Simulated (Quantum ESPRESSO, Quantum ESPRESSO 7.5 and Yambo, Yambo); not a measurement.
# Quasiparticle gap of SiF (chair-type functionalised monolayer) in Yambo

Aim: the G0W0 gap of SiF (chair-type functionalised monolayer) on PBE, step by step.

Main program and level: Quantum ESPRESSO 7.5 and Yambo 5.3.0; PBE and many-body steps on it, plane waves.

Report form: the programs' logs are mostly left out.

## Step 1: Starting point

The cell holds 4 atoms: 2 Si and 2 F. Cell: a = 3.968 Å, b = 3.968 Å, c = 16.000 Å, α = 90.0°, β = 90.0°, γ = 120.0°. Vacuum lies along c.

The structure was relaxed with PBE. The runs that relaxed it are not among those shown.

## Step 2: Ground state

This step: Quantum ESPRESSO 7.5; DFT, PBE, plane waves, norm-conserving pseudopotentials.

The ground-state density comes first.

The input, pw.in:

```
&control
  calculation = 'scf'
  prefix = 'x'
  outdir = 'o'
  pseudo_dir = 'pseudo'
/
&system
  ibrav = 0
  nat = 4
  ntyp = 2
  ecutwfc = 72.0
  nbnd = 17
  force_symmorphic = .true.
/
&electrons
  conv_thr = 1e-10
  electron_maxstep = 80
  mixing_beta = 0.5
/
ATOMIC_SPECIES
  Si 28.085 Si.upf
  F 18.998 F.upf
CELL_PARAMETERS angstrom
  3.9676580801 -0.0000000000 0.0000000000
  -1.9838290400 3.4360926909 0.0000000000
  0.0000000000 0.0000000000 16.0000000000
ATOMIC_POSITIONS crystal
  Si 0.3333333333 0.6666666667 0.5218479757
  Si 0.6666666667 0.3333333333 0.4781520243
  F 0.3333333333 0.6666666667 0.6234988674
  F 0.6666666667 0.3333333333 0.3765011326
K_POINTS automatic
  9 9 1 0 0 0
```

The run is started by

```bash
$ OMP_NUM_THREADS=1 mpirun -n 4 pw.x -nk 4 -in pw.in > pw.out
```

Run time: 14 s. Hardware: 4 MPI ranks of Arm Neoverse V2, shared host; peak memory 0.61 GiB; 57 s of CPU time.

Numbers from this step:

```
total energy               : -1574.2029 eV
gap                        : 0.6760 eV
k of the valence top       : 0, 0, 0
k of the conduction bottom : 0, 0, 0
least direct gap           : 0.6760 eV
```

The gap is direct, at Γ.

## Step 3: Bands along the symmetry lines

The cheap functional maps the bands first; the places of the edges decide which points the dearer methods must see.

The input, pw.in:

```
&control
  calculation = 'bands'
  prefix = 'x'
  outdir = 'o'
  pseudo_dir = 'pseudo'
/
&system
  ibrav = 0
  nat = 4
  ntyp = 2
  ecutwfc = 72.0
  nbnd = 17
  force_symmorphic = .true.
/
&electrons
  conv_thr = 1e-9
  electron_maxstep = 80
  diago_full_acc = .true.
  diago_thr_init = 5e-6
/
ATOMIC_SPECIES
  Si 28.085 Si.upf
  F 18.998 F.upf
CELL_PARAMETERS angstrom
  3.9676580801 -0.0000000000 0.0000000000
  -1.9838290400 3.4360926909 0.0000000000
  0.0000000000 0.0000000000 16.0000000000
ATOMIC_POSITIONS crystal
  Si 0.3333333333 0.6666666667 0.5218479757
  Si 0.6666666667 0.3333333333 0.4781520243
  F 0.3333333333 0.6666666667 0.6234988674
  F 0.6666666667 0.3333333333 0.3765011326
K_POINTS crystal
  25
  0.00000000 0.00000000 0.00000000 1
  0.06250000 0.00000000 0.00000000 1
  0.12500000 0.00000000 0.00000000 1
  0.18750000 0.00000000 0.00000000 1
  0.25000000 0.00000000 0.00000000 1
  0.31250000 0.00000000 0.00000000 1
  0.37500000 0.00000000 0.00000000 1
  0.43750000 0.00000000 0.00000000 1
  0.50000000 0.00000000 0.00000000 1
  0.47916667 0.04166667 0.00000000 1
  0.45833333 0.08333333 0.00000000 1
  0.43750000 0.12500000 0.00000000 1
  0.41666666 0.16666666 0.00000000 1
  0.39583333 0.20833333 0.00000000 1
  0.37500000 0.25000000 0.00000000 1
  0.35416666 0.29166666 0.00000000 1
  0.33333333 0.33333333 0.00000000 1
  0.29166666 0.29166666 0.00000000 1
  0.25000000 0.25000000 0.00000000 1
  0.20833333 0.20833333 0.00000000 1
  0.16666666 0.16666666 0.00000000 1
  0.12500000 0.12500000 0.00000000 1
  0.08333333 0.08333333 0.00000000 1
  0.04166667 0.04166667 0.00000000 1
  0.00000000 0.00000000 0.00000000 1
```

Wall time 11 s (4 MPI ranks); peak memory 0.47 GiB.

This step gave:

```
gap                        : 0.6760 eV
k of the valence top       : 0, 0, 0
k of the conduction bottom : 0, 0, 0
least direct gap           : 0.6760 eV
```

The gap is 0.676 eV, as in the run before at this level.

Electronic bands along the path, in eV, zero at the top of the highest filled band:

```csv
point,band 8,band 9,band 10,band 11,band 12,band 13,band 14,band 15
Γ,-5.01,-5.01,0.00,0.00,0.68,3.65,3.70,3.70
halfway,-5.03,-4.91,-2.46,-0.68,1.64,2.96,5.75,6.31
M,-5.05,-4.68,-3.91,-1.11,1.70,3.90,4.69,8.18
halfway,-5.14,-4.54,-3.96,-1.94,3.10,4.34,4.76,7.07
K,-5.20,-4.24,-4.24,-2.45,4.41,4.41,6.23,6.23
halfway,-5.07,-4.85,-2.72,-1.26,2.09,3.98,4.54,6.61
Γ,-5.01,-5.01,0.00,0.00,0.68,3.65,3.70,3.70
```

## Step 4: Empty states on the mesh, 6×6×1 mesh, 72 bands

The sums over transitions need many empty states on a uniform mesh; this step solves for them.

The input, pw.in:

```
&control
  calculation = 'nscf'
  prefix = 'x'
  outdir = 'o'
  pseudo_dir = 'pseudo'
/
&system
  ibrav = 0
  nat = 4
  ntyp = 2
  ecutwfc = 72.0
  nbnd = 72
  force_symmorphic = .true.
/
&electrons
  conv_thr = 1e-9
  electron_maxstep = 80
  diago_full_acc = .true.
  diago_thr_init = 5e-6
/
ATOMIC_SPECIES
  Si 28.085 Si.upf
  F 18.998 F.upf
CELL_PARAMETERS angstrom
  3.9676580801 -0.0000000000 0.0000000000
  -1.9838290400 3.4360926909 0.0000000000
  0.0000000000 0.0000000000 16.0000000000
ATOMIC_POSITIONS crystal
  Si 0.3333333333 0.6666666667 0.5218479757
  Si 0.6666666667 0.3333333333 0.4781520243
  F 0.3333333333 0.6666666667 0.6234988674
  F 0.6666666667 0.3333333333 0.3765011326
K_POINTS automatic
  6 6 1 0 0 0
```

Wall time 19 s (4 MPI ranks); peak memory 0.76 GiB; 74 s of CPU time.

Numbers from this step:

* gap: 0.6760 eV
* k of the valence top: 0, 0, 0
* k of the conduction bottom: 0, 0, 0
* least direct gap: 0.6760 eV
* k points computed: 7
* lowest point of the top converged band, above the valence top: 25.27 eV

On this mesh the gap is 0.676 eV.

## Step 5: Conversion and set-up

This step: Yambo 5.3.0; conversion and set-up on PBE, plane waves, norm-conserving pseudopotentials.

The states are converted to the many-body program's format and the q mesh is built.

The run is started by

```bash
$ (cd o/x.save; p2y > p2y.log; mv SAVE ../..); yambo > setup.log
```

The job ended after 2.5 s (1 MPI rank; peak memory 0.26 GiB).

## Step 6: Screening and self-energy, 6×6×1 mesh, 72 bands, screening to 74.8 eV

G0W0 replaces the xc potential by the self-energy, built once from these orbitals. Only a window of levels is corrected, while the sums run over the empty bands that the input names.

This step: G0W0 on PBE, plane waves, norm-conserving pseudopotentials.

The input, gw1.in:

```
HF_and_locXC
gw0
dyson
ppa
em1d
rim_cut
rim_w
RandQpts= 3000000
RandGvec= 100 RL
CUTGeo= "slab z"
RandGvecW= 9 RL
EXXRLvcs= 72 Ry
VXCRLvcs= 288 Ry
Chimod= "HARTREE"
% BndsRnXp
 1 | 72 |
%
NGsBlkXp= 5.5 Ry
% LongDrXp
 1 | 1 | 0 |
%
% GbndRnge
 1 | 72 |
%
DysSolver= "n"
ExtendOut
PPAPntXp= 27.21138 eV
% QPkrange
 1 | 7 | 3 | 17 |
%
```

The run is started by

```bash
$ OMP_NUM_THREADS=1 mpirun -n 4 yambo -F gw1.in -J gw1 -C gw1 > gw1.log
```

It took 7.4 min on 4 MPI ranks; peak memory 3.2 GiB.

Numbers from this step:

```yaml
g0w0_gap_on_the_mesh: 2.060 eV
starting_gap_on_the_mesh: 0.6760 eV
k_of_the_valence_top: 0, 0, 0
k_of_the_conduction_bottom: 0, 0, 0
least_direct_g0w0_gap_on_the_computed_points: 2.060 eV
z_at_the_valence_top: 0.7169
z_at_the_conduction_bottom: 0.7280
```

The gap on the mesh goes from 0.68 eV to 2.06 eV, a correction of +1.38 eV.

Limits: finite bands, cutoff and mesh. v1 is the top filled band, c1 the lowest empty one. Levels before and after the correction, in eV, zero at the valence-band top of each column:

```csv
,conduction bottom,valence top
Kohn-Sham,0.68,0.00
G0W0,2.06,0.00
```

```csv
,level,energy (eV)
Kohn-Sham,Γ v4-v3,-5.006
Kohn-Sham,Γ v2-v1,0.000
Kohn-Sham,Γ c1,0.676
Kohn-Sham,Γ c2,3.648
Kohn-Sham,Γ c3-c4,3.703
G0W0,Γ v4-v3,-6.183
G0W0,Γ v2-v1,0.000
G0W0,Γ c1,2.060
G0W0,Γ c2,5.365
G0W0,Γ c3-c4,5.218
```

## Step 7: Where the time went

Times are wall times on the hardware named with each run, good to a factor of about two.

```csv
step,time,share,memory (GiB)
ground state,14 s,3 %,0.61
bands along the symmetry lines,11 s,2 %,0.47
empty states on the mesh,19 s,4 %,0.76
conversion and set-up,2.5 s,1 %,0.26
screening and self-energy,7.4 min,90 %,3.2
```

## Step 8: Outcome

```json
{
 "PBE gap": "0.68 eV, direct",
 "G0W0 gap on the mesh": "2.06 eV",
 "GW settings": "6×6×1 mesh, 72 bands, screening to 74.8 eV, Godby-Needs plasmon pole",
 "known limits": "not at the basis limit"
}
```

G0W0 moves the gap on the mesh from 0.68 eV to 2.06 eV (+1.38 eV), with Z of 0.72 and 0.73 at the edges. The dearest step here is «screening and self-energy». Bands and cutoff are finite, so the gap is not at the basis limit. The miss can reach some tenths of an eV and take either sign; the mesh is an error of its own.

[Paths, hosts, dates, memory and timing lines, banners, echoed tables and standing remarks are left out of the program output.]

[Logs are printed without paths, hosts, clocks, repeated set-up lines and the standing remarks that a program may print on its own settings, such as how far it seeks lower states.]

[Runs of the session that timed out or met a known fault of the program may be left out.]

[Hosts, paths, dates, database ids (printed as entryN), source tags and the programs' standing remarks are cut or masked in the printed files.]
